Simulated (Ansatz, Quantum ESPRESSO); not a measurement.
# MgO (Periclase): a worked LO-TO splitting

Aim: work out the LO frequency and the static dielectric constant of MgO (Periclase) from one linear-response run, then check them.

Main program and level: Quantum ESPRESSO 7.5; DFT LDA, scalar-relativistic, plane waves, GBRV ultrasoft pseudopotentials.

The database entry behind the starting cell differs from later determinations by our own check (about 0.1 % long), so it need not match the best structure at ambient conditions.

## Step 1: The relaxed structure

It takes space group Fm-3m (No. 225, cubic). The conventional cell has a = 4.161 Å, b = 4.161 Å, c = 4.161 Å, α = 90.00°, β = 90.00°, γ = 90.00°. Nearest to Mg lie 6 O at 2.08 Å. O has 6 Mg at 2.08 Å nearest. Farther neighbours and most contacts between anions are not listed.

Coordinates:

```cif
data_structure
_symmetry_space_group_name_H-M 'P 1'
_symmetry_Int_Tables_number 1
_cell_length_a 2.9426
_cell_length_b 2.9426
_cell_length_c 2.9426
_cell_angle_alpha 60.000
_cell_angle_beta 60.000
_cell_angle_gamma 60.000
_cell_volume 18.02
loop_
_atom_site_label
_atom_site_type_symbol
_atom_site_fract_x
_atom_site_fract_y
_atom_site_fract_z
_atom_site_occupancy
Mg1 Mg 0.00000 0.00000 0.00000 1
O2 O 0.50000 0.50000 0.50000 1
```

This is the cell after its relaxation at this level of theory, not the database cell from which that began.

## Step 2: What the response run gave

A linear-response run on the relaxed cell, with the response to an electric field; only its zone-centre results are used. Cutoff 45 Ry, k mesh 8×8×8.

What it wrote:

```text
[banners, grids, parts of the stress and lines that vanish by symmetry left out]
Program PHONON v.7.5
     Reading xml data from directory:

[...]
Exchange-correlation= PZ
                           (   1   1   0   0   0   0   0)
[...]
(   8 q-points):
[...]
kinetic-energy cut-off    =      45.0000  Ry
     charge density cut-off    =     270.0000  Ry
     convergence threshold     =      1.0E-18
[...]
Exchange-correlation= PZ
                           (   1   1   0   0   0   0   0)
[...]
q = (   0.0000000   0.0000000   0.0000000 )
     49 Sym.Ops. (with q -> -q+G )
     G cutoff =  211.4810  (   9185 G-vectors)     FFT grid: ( 30, 30, 30)
     G cutoff =  140.9873  (   4957 G-vectors)  smooth grid: ( 24, 24, 24)
     number of k points=    29
[...]
Mode symmetry, O_h (m-3m)  point group:
[...]
Dielectric constant
[...]
End of electric fields calculation
          Dielectric constant in cartesian axis
          (       3.185651571      -0.000000000      -0.000000000 )
          (      -0.000000000       3.185651571       0.000000000 )
          (      -0.000000000       0.000000000       3.185651571 )
          Effective charges (d Force / dE) in cartesian axis without acoustic sum rule applied (asr)
           atom    1  Mg    Mean Z*:        1.97075
      Ex  (        1.97075        0.00000       -0.00000 )
      Ey  (        0.00000        1.97075       -0.00000 )
      Ez  (        0.00000       -0.00000        1.97075 )
           atom    2  O     Mean Z*:       -1.97167
      Ex  (       -1.97167       -0.00000       -0.00000 )
      Ey  (       -0.00000       -1.97167        0.00000 )
      Ez  (       -0.00000        0.00000       -1.97167 )
          Effective charges Sum: Mean:       -0.00092
[...]
Effective charges (d Force / dE) in cartesian axis with asr applied:
           atom    1  Mg    Mean Z*:        1.97121
[...]
atom    2  O     Mean Z*:       -1.97121
[...]
Representation #   1 modes #   1   2   3
[...]
End of self-consistent calculation
     Convergence has been achieved
     Representation #   2 modes #   4   5   6
[...]
End of self-consistent calculation
     Convergence has been achieved
[...]
Dielectric constant in cartesian axis
          (       3.185651571      -0.000000000      -0.000000000 )
          (      -0.000000000       3.185651571       0.000000000 )
          (      -0.000000000       0.000000000       3.185651571 )
          Effective charges (d Force / dE) in cartesian axis without acoustic sum rule applied (asr)
[...]
Mode symmetry, C_s (m)     point group:
[...]
q = (    0.530330086  -0.176776695   0.530330086 )
[...]
Mode symmetry, C_s (m)     point group:
     freq (   1-   1) =        284.7  [cm-1]   --> A''
     freq (   2-   2) =        335.6  [cm-1]   --> A'
     freq (   3-   3) =        421.5  [cm-1]   --> A''
     freq (   4-   4) =        446.8  [cm-1]   --> A'
     freq (   5-   5) =        455.2  [cm-1]   --> A'
     freq (   6-   6) =        561.1  [cm-1]   --> A'
[...]
Mode symmetry, C_2v (mm2)  point group:
[...]
q = (    0.353553391   0.000000000   0.353553391 )
[...]
Mode symmetry, C_2v (mm2)  point group:
     freq (   1-   1) =        275.4  [cm-1]   --> B_1  D_3  S_3
     freq (   2-   2) =        323.2  [cm-1]   --> B_2  D_4  S_4
     freq (   3-   3) =        380.1  [cm-1]   --> B_1  D_3  S_3
     freq (   4-   4) =        420.0  [cm-1]   --> A_1  D_1  S_1
     freq (   5-   5) =        469.7  [cm-1]   --> B_2  D_4  S_4
     freq (   6-   6) =        592.1  [cm-1]   --> A_1  D_1  S_1
[...]
Mode symmetry, D_4h(4/mmm) point group:
[...]
Convergence has been achieved
[...]
Convergence has been achieved
[...]
Convergence has been achieved
[...]
Convergence has been achieved
[...]
q = (    0.000000000  -0.707106781   0.000000000 )
[...]
freq (    5) =      13.743457 [THz] =     458.432385 [cm-1]
     freq (    6) =      16.594649 [THz] =     553.537918 [cm-1]
[...]
Mode symmetry, D_4h(4/mmm) point group:
     freq (   1-   2) =        291.8  [cm-1]   --> E_u  X_5' M_5'
     freq (   3-   3) =        432.3  [cm-1]   --> A_2u X_4' M_4'
     freq (   4-   5) =        458.4  [cm-1]   --> E_u  X_5' M_5'
     freq (   6-   6) =        553.5  [cm-1]   --> A_2u X_4' M_4'
[...]
Mode symmetry, D_2d (-42m) point group:
[...]
Representation #   1 mode #   1
[...]
Convergence has been achieved
     Representation #   2 mode #   2
[...]
Convergence has been achieved
     Representation #   3 modes #   3   4
[...]
End of self-consistent calculation
     Convergence has been achieved
     Representation #   4 modes #   5   6
[...]
End of self-consistent calculation
     Convergence has been achieved
[...]
q = (   -0.353553391  -0.707106781   0.000000000 )
[...]
freq (    1) =      10.592887 [THz] =     353.340672 [cm-1]
     freq (    2) =      11.433862 [THz] =     381.392576 [cm-1]
     freq (    3) =      11.433862 [THz] =     381.392576 [cm-1]
     freq (    4) =      13.476004 [THz] =     449.511107 [cm-1]
     freq (    5) =      15.201474 [THz] =     507.066583 [cm-1]
     freq (    6) =      15.201474 [THz] =     507.066583 [cm-1]
[...]
Mode symmetry, D_2d (-42m) point group:
     freq (   1-   1) =        353.3  [cm-1]   --> B_2  X_3  W_2
     freq (   2-   3) =        381.4  [cm-1]   --> E    X_5  W_3
     freq (   4-   4) =        449.5  [cm-1]   --> A_1  X_1  W_1
     freq (   5-   6) =        507.1  [cm-1]   --> E    X_5  W_3

   JOB DONE.
```

```csv
quantity,value
cell volume Ω (Å³),18.017
mass of Mg (u),24.305
mass of O (u),15.999
"Born charge of Mg, raw (e)",1.971
"Born charge of O, raw (e)",-1.972
ε∞,3.186
ω(TO) after the sum rule (cm⁻¹),409.7
```

## Step 3: The calculation

The charges must sum to zero over the cell; taking off their mean, 0.000 e, leaves Z* = 1.971 e on Mg. In the polar mode Mg moves against O, so the reduced mass is μ = 24.30 × 16.00 / 40.30 = 9.648 u.

A longitudinal wave builds up a field that adds to the restoring force: ω(LO)² = ω(TO)² + 4π Z*² / (μ Ω ε∞), in Hartree atomic units. With μ = 17587 electron masses and Ω = 121.59 bohr³ the second term is 7.1681e-06 Ha², or 345279 cm⁻² (1 Ha = 219474.6 cm⁻¹).

So ω(LO) = √(167830 + 345279) = 716.3 cm⁻¹, and by the Lyddane-Sachs-Teller relation ε₀ = ε∞ (ω(LO)/ω(TO))² = 9.74.

## Step 4: Check against the program

The analysis program adds the same non-analytic term to the full matrix, here for q along (1 0 0).

What it wrote:

```text
[banner, memory and clock lines left out]
Program DYNMAT v.7.5

     Reading Dynamical Matrix from file x.dyn1
     ...Force constants read
     ...epsilon and Z* read

     Polarizability (A^3 units)
     multiply by 0.578519 for Clausius-Mossotti correction
         3.133722   -0.000000   -0.000000
        -0.000000    3.133722    0.000000
        -0.000000    0.000000    3.133722

     IR activities are in (D/A)^2/amu units

# mode   [cm-1]    [THz]      IR
    1     -0.00   -0.0000    0.0000
    2     -0.00   -0.0000    0.0000
    3      0.00    0.0000    0.0000
    4    409.67   12.2815    9.2917
    5    409.67   12.2815    9.2917
    6    716.31   21.4744    9.2917
```

ε₀ comes from the program's run without a direction of q.

| quantity | by hand | program |
| --- | --- | --- |
| ω(LO) (cm⁻¹) | 716.3 | 716.3 |
| ε₀ | 9.74 | 9.74 |

## Step 5: What came out

| Quantity | Value |
| --- | --- |
| TO mode | 409.7 cm⁻¹ |
| LO mode | 716.3 cm⁻¹ |
| static dielectric constant | 9.740 |

What this shows: The LO mode of MgO (Periclase) lies at 716 cm⁻¹, 307 cm⁻¹ above the TO mode; the formula meets the program within 0.1 cm⁻¹, as it must for a cubic crystal with one polar mode. ω(LO)² − ω(TO)² goes with Z*²/ε∞: an error of 5 % in ε∞ would move the LO mode by 11.6 cm⁻¹, and semilocal functionals tend to overestimate ε∞. These are harmonic values at zero temperature, at the volume of this functional, for the structure held cubic; stability elsewhere in the zone is no part of this calculation.

[Host names and launcher messages were left out of these logs when they were recorded.]

[Logs are printed without paths, hosts, clocks, repeated set-up lines and the standing remarks that a program may print on its own settings, such as how far it seeks lower states.]

[Hosts, paths, dates, database ids (printed as entryN), source tags and the programs' standing remarks are cut or masked in the printed files.]
